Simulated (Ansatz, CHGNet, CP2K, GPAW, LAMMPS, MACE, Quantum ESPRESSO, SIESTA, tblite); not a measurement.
# Which run comes nearest? Glassy 67P2O5-33MgO (mol %) (80 atoms)

Density of this cell: 2.32 g/cm³. The cell holds 80 atoms: 20 P, 5 Mg and 55 O. Cell: a = 10.514 Å, b = 10.514 Å, c = 10.514 Å, α = 90.0°, β = 90.0°, γ = 90.0°. 80 atoms (20 P, 5 Mg, 55 O) placed at random at 2.32 g/cm³, melted at 4000 K for 10 ps at fixed volume with the Morse and Coulomb pair potential with partial charges (Pedone, Malavasi, Menziani, Cormack and Segre, J. Phys. Chem. B 110, 11780 (2006)). Quenched from 4000 K to 300 K at 25 K/ps and fixed volume, held 5 ps.

Geometry: as built.

The reference, a calculation:

* method: Kohn-Sham DFT, PBE, PAW, plane waves (Ansatz 0.2.0); cutoff 420 eV, Γ point, fermi-dirac smearing of 0.05 eV; PAW set soft_2
* r.m.s. force component: 1.485 eV/Å
* longest force: 6.704 eV/Å
* pressure: 1.683 GPa
* gap (highest filled to lowest empty level): 1.151 eV
* SCF cycles: 11
* time: 14 s on 4 threads of Arm Neoverse V2, shared host
* CPU time: 51 s

Q: Estimate the differences from the reference, the CPU time and the memory of each run.
- CHGNet 0.3.0 potential (CHGNet 0.3.0; 1 thread)
- tblite GFN1-xTB (tblite 0.8.0; 1 thread)
- QE PBE, sssp-1.3.0-efficiency, 30/240 Ry (Quantum ESPRESSO 7.5; 2 MPI ranks)
- CP2K PBE, DZVP-MOLOPT-SR, 1200/50 Ry, TC2 filter 1e-05, SCF 1e-06 (CP2K 2026.2; 1 thread)
- SIESTA PBE, DZP, shift 0.01 Ry, mesh 500 Ry (SIESTA 5.4.2; 2 MPI ranks)
- GPAW PBE, LCAO sz(dzp), h 0.18 Å (GPAW 26.7.0; 1 thread)
- MACE MPA-0 medium potential (MACE MPA-0 medium; 1 thread)
- GPAW PBE, LCAO dzp, h 0.18 Å (GPAW 26.7.0; 1 thread)
- SIESTA RPBE, PBE potentials, DZP, shift 0.01 Ry, mesh 500 Ry (SIESTA 5.4.2; 2 MPI ranks)
- CP2K PBE, DZVP-MOLOPT-SR, 1200/50 Ry, TC2 filter 1e-04, SCF 1e-05 (CP2K 2026.2; 1 thread)

Differences are against the plane-wave reference, forces as r.m.s. over components; share is that over the reference's r.m.s. force, slope the least-squares factor from reference forces to these. Total energies of different programs have different zeros and aren't compared.

```csv
run,"Δ force, r.m.s. (meV/Å)",share (%),slope,Δ pressure (GPa),Δ gap (eV),cores,CPU time,memory (GiB)
reference,-,-,-,-,-,4,51 s,1.3
CHGNet 0.3.0 potential,369,24.9,0.905,-0.188,-,1,3.2 s,0.97
tblite GFN1-xTB,427,28.7,1.003,0.976,-,1,3.7 s,0.11
"QE PBE, sssp-1.3.0-efficiency, 30/240 Ry (coarse)",149,10.1,0.985,-33.1,-0.064,2,3 min,1.2
"CP2K PBE, DZVP-MOLOPT-SR, 1200/50 Ry, TC2 filter 1e-05, SCF 1e-06",218,14.7,1.086,1.47,-,1,4 min,3.8
"SIESTA PBE, DZP, shift 0.01 Ry, mesh 500 Ry",353,23.8,1.089,2.21,-0.504,2,3.1 min,1.6
"GPAW PBE, LCAO sz(dzp), h 0.18 Å (coarse)",3308,223,0.897,-,-0.945,1,58 s,1.1
MACE MPA-0 medium potential,243,16.3,0.918,-0.387,-,1,6.9 s,1
"GPAW PBE, LCAO dzp, h 0.18 Å",583,39.2,1.075,-,-0.419,1,81 s,1.4
"SIESTA RPBE, PBE potentials, DZP, shift 0.01 Ry, mesh 500 Ry",349,23.5,1.097,3.86,-0.481,2,3.1 min,1.6
"CP2K PBE, DZVP-MOLOPT-SR, 1200/50 Ry, TC2 filter 1e-04, SCF 1e-05 (coarse)",354,23.8,1.143,1.88,-,1,2.8 min,3.8
```

Rows marked coarse were listed beforehand as settings not expected to be converged; some can still land near the reference.

Times of the machine-learned potentials are mostly Python's start and the loading of weights.

CPU time is summed over cores on a shared host, where runs went side by side, so it is rough. Symmetry, cutoffs, thresholds, outputs and thread counts weren't matched or tuned between programs; memory under MPI is the largest rank's times the ranks.

The PBE runs in local orbitals, coarse settings apart, differ by 15 % (CP2K PBE, DZVP-MOLOPT-SR, 1200/50 Ry, TC2 filter 1e-05, SCF 1e-06) to 39 % (GPAW PBE, LCAO dzp, h 0.18 Å); basis, grid and potentials can all enter. Tight binding differs by 29 % (tblite GFN1-xTB); it is another model, with fitted parameters of its own, and the xTB methods hold dispersion. Machine-learned potentials differ by 16 % (MACE MPA-0 medium potential) to 25 % (CHGNet 0.3.0 potential); they were trained on other programs' data. Rows with another functional or a dispersion term differ by 24 % (SIESTA RPBE, PBE potentials, DZP, shift 0.01 Ry, mesh 500 Ry), which mixes the change of model with differences of basis and potentials, some of them made for another functional. Periodic xTB results under one method name differ between programs and library versions. Machine-learned potentials mimic data converged in k, so the reference's own k-point error enters their differences. The network of bonds at the start is that of the classical potential that made the cell, and needn't be the one that DFT or experiment would give. The electronic-structure runs sample only Γ, in a cell whose shortest periodic width is 11 Å.

[Logs are printed without paths, hosts, clocks, repeated set-up lines and the standing remarks that a program may print on its own settings, such as how far it seeks lower states.]

[Hosts, paths, dates, database ids (printed as entryN), source tags and the programs' standing remarks are cut or masked in the printed files.]
